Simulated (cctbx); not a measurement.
# Diagnosing a refinement

Cell a = 5.8600 Å, b = 5.8600 Å, c = 8.1300 Å, α = 90.00°, β = 90.00°, γ = 90.00°; space group P4_2mc (no. 105).

Simulated single-crystal data (cctbx): Mo Kα, λ = 0.71073 Å, to d = 0.8 Å, 80 % of the full sphere, strongest reflection 20000 counts, noise from counting, a 2 % proportional error and a noise floor of 15 counts (s.d.); no absorption.

An anisotropic refinement with weights 1/σ² prints:

```text
Rint 0.023, 349 unique reflections to 0.80 A
cycle     R1     wR2    GooF  max shift (A)
   1  0.0196  0.0455   2.460   0.01991
  12  0.0152  0.0357   1.930   0.00301
final R1 0.0152 wR2 0.0357 GooF 1.929  parameters 28  data/parameter 12.5
atom        x        y        z      Ueq    occ   su(xyz)  su(Uiso or U11)
Dy1    0.00000  0.50000  0.25148   0.0023  1.000  0.00016  0.0005
Rh1    0.00000  0.74840  0.60512   0.0057  1.000  0.00028  0.0007
Zr1    0.50000  0.75652  0.39669   0.0044  1.000  0.00032  0.0009
C1     0.00000  0.18096  0.90021  -0.0060  1.000  0.00227  0.0050  NPD
C2     0.50000  0.34213  0.09414   0.0251  1.000  0.00344  0.0099  NPD
Flack x: 0.88(6)
Hooft y: 1.024(47)  Bijvoet pairs: 160
difference map: max 0.94 min -1.52 rms 0.21
Q1    0.0000  0.5000  0.3192    2    0.95  0.55 A from Dy1
Q2    0.0000  0.5000  0.6934    2    0.91  1.62 A from Rh1
Q3    0.0000  0.4436  0.0073    4    0.87  1.72 A from Zr1
Q4    0.0000  0.4071  0.8094    4    0.74  1.52 A from C1
Q5    0.0000  0.1503  0.5446    4    0.73  0.77 A from Rh1
Q6    0.0000  0.2328  0.1374    4    0.70  1.82 A from Dy1
```

**Question.** Can this result stand? If not, what is the likely fault?

Mend it. The fault: the structure inverted. Against the right model at the same level, R1 goes from 0.0088 to 0.0152 and GooF from 0.99 to 1.93, a hole of -1.5 e/Å³ opens and C1 and C2 go non-positive-definite. Only the Bijvoet differences see the inversion, so R1 moves little while x goes to 1 − x. Flack x = 0.88 with s.u. 0.06: x is within 3 s.u. of 1: the model is inverted. The fit had not settled when the cycles ran out.

The compound is DyZr2Rh2C4. The right model at the same level gives:

```text
Rint 0.023, 349 unique reflections to 0.80 A
cycle     R1     wR2    GooF  max shift (A)
   1  0.0119  0.0249   1.346   0.00365
   8  0.0088  0.0183   0.988   0.00087
final R1 0.0088 wR2 0.0183 GooF 0.988  parameters 28  data/parameter 12.5
atom        x        y        z      Ueq    occ   su(xyz)  su(Uiso or U11)
Dy1    0.00000  0.50000  0.74947   0.0024  1.000  0.00007  0.0003
Rh1    0.00000  0.25067  0.39368   0.0042  1.000  0.00013  0.0003
Zr1    0.50000  0.24217  0.60216   0.0062  1.000  0.00016  0.0004
C1     0.00000  0.83046  0.10005   0.0027  1.000  0.00147  0.0035
C2     0.50000  0.67180  0.90918   0.0100  1.000  0.00171  0.0047
Flack x: -0.03(2)
Hooft y: 0.006(29)  Bijvoet pairs: 160
difference map: max 0.73 min -0.60 rms 0.15
Q1    0.0000  0.1596  0.4619    4    0.74  0.77 A from Rh1
Q2    0.0000  0.4200  0.0112    4    0.64  1.64 A from C1
Q3    0.0000  0.3526  0.4331    4    0.60  0.68 A from Rh1
Q4    0.3241  0.5000  0.9368    4    0.58  1.43 A from Zr1
Q5    0.3408  0.5000  0.0450    4    0.52  0.74 A from Zr1
Q6    0.0000  0.4301  0.2417    4    0.50  1.62 A from Rh1
```

The model was made for the exercise: a known structure type with other elements put in, its volume estimated, not relaxed; displacement parameters are assumed.

[Middle refinement cycles are left out of these outputs.]

[Logs are printed without paths, hosts, clocks, repeated set-up lines and the standing remarks that a program may print on its own settings, such as how far it seeks lower states.]
